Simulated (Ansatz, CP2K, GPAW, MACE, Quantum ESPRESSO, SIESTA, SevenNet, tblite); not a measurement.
# How far do other methods lie from plane waves? Random packing of Nb14Si86 (at. %) (102 atoms)

One geometry of random packing of Nb14Si86 (at. %) (102 atoms) is solved by several programs and methods. How far do their forces lie from a plane-wave PBE run?

Results are calculated, not measured.

## (1) The structure

The cell holds 102 atoms (14 Nb and 88 Si), with edges of 12.54, 12.54 and 12.54 Å. Recipe: 102 atoms (14 Nb, 88 Si) packed at random in a cube at 3.17 g/cm³ and pushed apart as soft spheres; a start for melting by ab initio MD, not an equilibrated structure. Then every atom was moved at random, 0.05 Å r.m.s. a Cartesian component. The density is 3.17 g/cm³.

## (2) The reference input

Quantum ESPRESSO 7.5: Kohn-Sham DFT, PBE, SSSP efficiency 1.3.0 pseudopotentials, plane waves. Its input, pw.in:

```
&control
  calculation = 'scf'
  pseudo_dir = './pseudo'
  outdir = './tmp'
  disk_io = 'none'
  tprnfor = .true.
  tstress = .true.
/
&system
  ibrav = 0
  nat = 102
  ntyp = 2
  ecutwfc = 45
  ecutrho = 360
  nosym = .true.
  occupations = 'smearing'
  smearing = 'fd'
  degauss = 0.003675
/
&electrons
  conv_thr = 5.1e-07
  electron_maxstep = 100
  mixing_beta = 0.2
  mixing_mode = 'local-TF'
  diagonalization = 'david'
/
ATOMIC_SPECIES
Nb 92.906 Nb.upf
Si 28.085 Si.upf
CELL_PARAMETERS angstrom
12.54330 0.00000 0.00000
0.00000 12.54330 0.00000
0.00000 0.00000 12.54330
ATOMIC_POSITIONS crystal
Nb 0.84895 0.37122 0.19715
Nb 0.23403 0.28412 0.12814
Nb 0.78500 0.58693 0.73828
Nb 0.81591 0.42663 0.90169
[... 96 atom lines left out ...]
Si 0.87420 0.79582 0.29524
Si 0.10465 0.81213 0.86786
K_POINTS gamma
```

```console
$ OMP_NUM_THREADS=1 mpirun -np 4 pw.x -in pw.in > output.txt
```

Run time: 7.9 min. Hardware: 4 MPI ranks of Arm Neoverse V2, shared host; peak memory 6.8 GiB.

It converged with an r.m.s. force component of 1.4 eV/Å and a pressure of -1.5 GPa.

## (3) What was run beside it

- CP2K 2026.2: Gaussian basis with GTH pseudopotentials and a plane-wave density; labels give functional, basis (MOLOPT sets; SR short-range, UZH the newer set with its own potentials), grid cutoff/relative cutoff and solver (OT: orbital transformation; TRS4, TC2, SIGN: linear-scaling purification with its sparsity filter), or its built-in tight binding.
- GPAW 26.7.0: PAW with atomic orbitals (LCAO), plane waves or a real-space grid of spacing h.
- MACE: machine-learned potential, published weights.
- Quantum ESPRESSO 7.5: plane waves; labels (QE) give functional, pseudopotential set and cutoffs of waves/density.
- SIESTA 5.4.2: numerical atomic orbitals, whose automatically made sets are far from complete, with PseudoDojo norm-conserving potentials that we converted to its format (checked against plane waves on the same files for H, C, O, Si, Ge and Ca alone); labels give functional, basis size, energy shift and mesh cutoff.
- SevenNet: machine-learned potential, published weights.

All use the same cell and atoms, and the electronic-structure runs the same k-mesh.

## (4) Side by side

Differences are against the reference: forces as r.m.s. over components, share as that over the reference's r.m.s. force, slope as the fitted ratio of a run's forces to the reference's.

| run | Δ force, r.m.s. (meV/Å) | share (%) | slope | Δ pressure (GPa) | cores | CPU time | memory (GiB) |
| --- | --- | --- | --- | --- | --- | --- | --- |
| reference | - | - | - | - | 4 | 31 min | 6.8 |
| CP2K PBE, DZVP-UZH, 600/50 Ry, diagonalisation | 54.7 | 3.83 | 0.976 | -0.340 | 2 | 17 min | 5.0 |
| GPAW PBE, LCAO dzp, h 0.25 Å (coarse) | 102 | 7.12 | 1.061 | - | 1 | 13 min | 1.5 |
| GPAW PBE, LCAO sz(dzp), h 0.2 Å (coarse) | 906 | 63.4 | 1.511 | - | 1 | 4.3 min | 2.0 |
| MACE MP-0b2 small potential | 397 | 27.8 | 1.034 | -0.404 | 1 | 7.7 s | 0.66 |
| MACE MP-0b3 medium potential | 310 | 21.7 | 0.933 | -1.84 | 1 | 7.8 s | 1 |
| QE PBE, sssp-1.3.0-efficiency, 30/240 Ry (coarse) | 10.7 | 0.748 | 1.001 | -0.887 | 4 | 18 min | 3.7 |
| SIESTA PBE, DZP, shift 0.01 Ry, mesh 300 Ry | 113 | 7.89 | 1.069 | 0.776 | 2 | 15 min | 2.6 |
| SIESTA PBE, SZP, shift 0.01 Ry, mesh 300 Ry (coarse) | 538 | 37.7 | 1.330 | 4.45 | 2 | 11 min | 2.2 |
| SIESTA PBE, TZP, shift 0.01 Ry, mesh 300 Ry | 113 | 7.88 | 1.070 | 0.544 | 4 | 22 min | 3.5 |
| SevenNet l3i5 potential | 366 | 25.6 | 1.087 | -0.153 | 1 | 9.3 s | 1.3 |

Rows marked coarse were listed beforehand as settings not expected to be converged; some can still land near the reference.

Times of the machine-learned potentials are mostly Python's start and the loading of weights.

Runs without a result: GPAW PBE, LCAO dzp, h 0.2 Å (cut off at its time limit); tblite GFN1-xTB (not converged); GPAW revPBE, LCAO dzp, h 0.2 Å (cut off at its time limit).

CPU time is summed over cores on shared hosts, so it is rough.

## (5) Findings

Forces lie from 0.75 % (QE PBE, sssp-1.3.0-efficiency, 30/240 Ry, coarse) to 63 % (GPAW PBE, LCAO sz(dzp), h 0.2 Å, coarse) of the reference's r.m.s. force of 1.4 eV/Å away from it. The PBE runs in local orbitals, coarse settings apart, differ by 3.8 % (CP2K PBE, DZVP-UZH, 600/50 Ry, diagonalisation) to 7.9 % (SIESTA PBE, DZP, shift 0.01 Ry, mesh 300 Ry); basis, grid and potentials can all enter. Machine-learned potentials differ by 22 % (MACE MP-0b3 medium potential) to 28 % (MACE MP-0b2 small potential); they were trained on other programs' data. Runs with settings chosen to be coarse differ by 0.75 % (QE PBE, sssp-1.3.0-efficiency, 30/240 Ry) to 63 % (GPAW PBE, LCAO sz(dzp), h 0.2 Å), their programs' other errors included.

GPAW PBE, LCAO sz(dzp), h 0.2 Å stiffens the forces by a factor of 1.51 while following their directions (correlation 0.970); the slopes of the 2 GPAW runs lie between 1.06 and 1.51; the difference isn't even, but is largest on one element. Pressures at PBE, coarse settings apart, lie -0.34 to +0.78 GPa from the reference's.

Caveats: The reference's pressure holds the uncorrected Pulay stress of its 45 Ry basis, so small pressure differences may be the reference's own error. Machine-learned potentials mimic data converged in k, so the reference's own k-point error enters their differences. The electronic-structure runs sample only Γ, in a cell whose shortest periodic width is 13 Å, which is coarse for a cell with partly filled levels. The reference's pressure of -1.5 GPa reflects the volume that the recipe set, positions that aren't this level's minimum and the basis. Spin–orbit coupling is left out. The reference has no spin polarisation, so local moments can't form. Where levels are smeared, the DFT runs use Fermi–Dirac occupations at 580 K (0.05 eV), and energies are free energies. The atoms were displaced at random, and shares hang on the size of the forces that this gives. The reference's cutoffs and mesh weren't converged further here.

[Logs are printed without paths, hosts, clocks, repeated set-up lines and the standing remarks that a program may print on its own settings, such as how far it seeks lower states.]

[Hosts, paths, dates, database ids (printed as entryN), source tags and the programs' standing remarks are cut or masked in the printed files.]

[Cells were taken only where this reference lay near another plane-wave run.]
